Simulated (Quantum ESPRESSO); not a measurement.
Two runs for the Nd L₃ edge of atom 1 in NdS2 (P4/nmm). Run A: Quantum ESPRESSO XSpectra, LDA, excited-electron core hole (neutral cell), 12-atom cell with 5.7 Å between holes, 5×5×5 k points, dipole transitions, Lorentzian half width 0.4 eV, without spin-orbit coupling. Run B differs in one choice.

Energy from the energy zero of the input (xe0, at the border of filled and empty states); intensity scaled to a mean of 1 over the first 20 eV:

| E (eV) | A | B |
| --- | --- | --- |
| -2.0 | 0.13 | 0.14 |
| -1.4 | 0.19 | 0.21 |
| -0.8 | 0.31 | 0.35 |
| -0.2 | 0.74 | 0.88 |
| 0.4 | 1.56 | 2.03 |
| 1.0 | 3.66 | 3.77 |
| 1.6 | 3.67 | 3.54 |
| 2.2 | 3.05 | 3.41 |
| 2.8 | 2.84 | 2.48 |
| 3.4 | 1.99 | 1.63 |
| 4.0 | 1.43 | 1.10 |
| 4.6 | 0.81 | 0.68 |
| 5.2 | 0.60 | 0.59 |
| 5.8 | 0.53 | 0.47 |
| 6.4 | 0.43 | 0.45 |
| 7.0 | 0.44 | 0.59 |
| 7.6 | 0.62 | 0.70 |
| 8.2 | 0.67 | 0.63 |
| 8.8 | 0.65 | 0.68 |
| 9.4 | 0.72 | 0.77 |
| 10.0 | 0.75 | 0.69 |
| 10.6 | 0.66 | 0.69 |
| 11.2 | 0.59 | 0.60 |
| 11.8 | 0.53 | 0.48 |
| 12.4 | 0.45 | 0.46 |
| 13.0 | 0.54 | 0.56 |
| 13.6 | 0.56 | 0.58 |
| 14.2 | 0.56 | 0.59 |
| 14.8 | 0.55 | 0.52 |
| 15.4 | 0.51 | 0.50 |
| 16.0 | 0.51 | 0.50 |
| 16.6 | 0.50 | 0.50 |
| 17.2 | 0.53 | 0.54 |
| 17.8 | 0.55 | 0.53 |
| 18.4 | 0.56 | 0.58 |
| 19.0 | 0.60 | 0.58 |
| 19.6 | 0.60 | 0.66 |
| 20.2 | 0.60 | 0.62 |
| 20.8 | 0.56 | 0.55 |
| 21.4 | 0.55 | 0.52 |
| 22.0 | 0.58 | 0.54 |
| 22.6 | 0.54 | 0.56 |
| 23.2 | 0.57 | 0.58 |
| 23.8 | 0.63 | 0.64 |
| 24.4 | 0.70 | 0.77 |
| 25.0 | 0.74 | 0.79 |
| 25.6 | 0.76 | 0.77 |
| 26.2 | 0.71 | 0.69 |
| 26.8 | 0.68 | 0.61 |
| 27.4 | 0.63 | 0.58 |
| 28.0 | 0.61 | 0.58 |
| 28.6 | 0.60 | 0.63 |
| 29.2 | 0.63 | 0.62 |
| 29.8 | 0.64 | 0.65 |
| 30.4 | 0.63 | 0.70 |
| 31.0 | 0.65 | 0.73 |
| 31.6 | 0.69 | 0.75 |

Q: What was changed?
a) the plane-wave cutoff
b) the size of the supercell
c) the radius of the reconstruction
d) the volume of the cell

(b): run B changes the supercell atoms from 12 to 6, and the k mesh follows the cell. Against the first run the r.m.s. difference is 12 %. The highest intensity below 24 eV goes from 1.2 eV (4.07) to 1.2 eV (3.86). Other settings could leave a like mark; this is the one that was changed.

[Hosts, paths, dates, database ids (printed as entryN), source tags and the programs' standing remarks are cut or masked in the printed files.]

[Lists of maxima count a maximum above −3 eV only where it reaches 4 % of the highest in the window and stands out from its surroundings by 2 % of it (1.5 % where it reaches 55 %); shoulders and weaker maxima are passed over, and of the rest the first, up to two pre-edge ones and the few strongest are named.]
